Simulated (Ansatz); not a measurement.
In doubt: masses and optical values from hybrid runs of this build are listed as unsure (in some of the runs), which bears on the screening that GW takes from such a start.

Two G0W0 runs on H4C2SeSO2 (Pc).

It takes space group Pc (No. 7, monoclinic). The conventional cell has a = 5.620 Å, b = 5.429 Å, c = 8.799 Å, α = 90.00°, β = 117.82°, γ = 90.00°. Nearest to H lie 1 C at 1.09 Å. Nearest to C lie 2 H at 1.09 Å and 1 S at 1.80 Å and 1 Se at 1.98 Å. C has 2 H at 1.09 Å and 1 S at 1.79 Å and 1 Se at 1.99 Å nearest. Farther neighbours and most contacts between anions are not listed.

```cif
data_structure
_symmetry_space_group_name_H-M 'P 1'
_symmetry_Int_Tables_number 1
_cell_length_a 5.6201
_cell_length_b 5.4290
_cell_length_c 8.7991
_cell_angle_alpha 90.000
_cell_angle_beta 117.819
_cell_angle_gamma 90.000
_cell_volume 237.45
loop_
_atom_site_label
_atom_site_type_symbol
_atom_site_fract_x
_atom_site_fract_y
_atom_site_fract_z
_atom_site_occupancy
H1 H 0.99033 0.74736 0.46604 1
H2 H 0.99033 0.25264 0.96604 1
H3 H 0.95267 0.49499 0.31886 1
H4 H 0.95267 0.50501 0.81886 1
H5 H 0.32426 0.92543 0.99916 1
H6 H 0.32426 0.07457 0.49916 1
H7 H 0.45788 0.11332 0.19413 1
H8 H 0.45788 0.88668 0.69413 1
C9 C 0.87196 0.66860 0.33806 1
C10 C 0.87196 0.33140 0.83806 1
C11 C 0.47136 0.94010 0.13493 1
C12 C 0.47136 0.05990 0.63493 1
Se13 Se 0.48477 0.64688 0.27412 1
Se14 Se 0.48477 0.35312 0.77412 1
S15 S 0.80801 0.88712 0.16984 1
S16 S 0.80801 0.11288 0.66984 1
O17 O 0.97948 0.10493 0.23223 1
O18 O 0.97948 0.89507 0.73223 1
O19 O 0.80183 0.75990 0.02179 1
O20 O 0.80183 0.24010 0.52179 1
```

Geometry: measured cell, ions relaxed with PBE. The runs that relaxed it are not among those shown.

The first (Ansatz 0.2.0; start PBE, 4×4×2 mesh, 1091 empty bands, screening to 160 eV, PAW set soft_1 files; 1 × NVIDIA H100 80GB HBM3 (shared by 6 runs) with 2 threads of AMD EPYC 7R13 (Zen 3), shared host) gave, on its mesh: starting gap 2.99 eV, G0W0 gap 5.68 eV, RPA ε∞ (mean) 2.81, 3 min.

The second gave: starting gap 4.22 eV, G0W0 gap 6.24 eV, RPA ε∞ (mean) 2.49, 8.3 min.

Question: What was changed in the input? Choose among start, files, mesh, bands and cutoff, frequency model or another key.

Changed: start from PBE to HSE06. A jump of this size in the start, with ε∞ moving the other way, marks another functional. Other changes could give like numbers; this is the one that was made.

Limits: not at the basis limit; no spin-orbit coupling.

[Paths, hosts, dates, memory and timing lines, banners, echoed tables and standing remarks are left out of the program output.]

[Logs are printed without paths, hosts, clocks, repeated set-up lines and the standing remarks that a program may print on its own settings, such as how far it seeks lower states.]

[Runs of the session that timed out or met a known fault of the program may be left out.]

[Cells called generated may have been cut or substituted from an entry of the Crystallography Open Database or the Materials Project.]

[Hosts, paths, dates, database ids (printed as entryN), source tags and the programs' standing remarks are cut or masked in the printed files.]
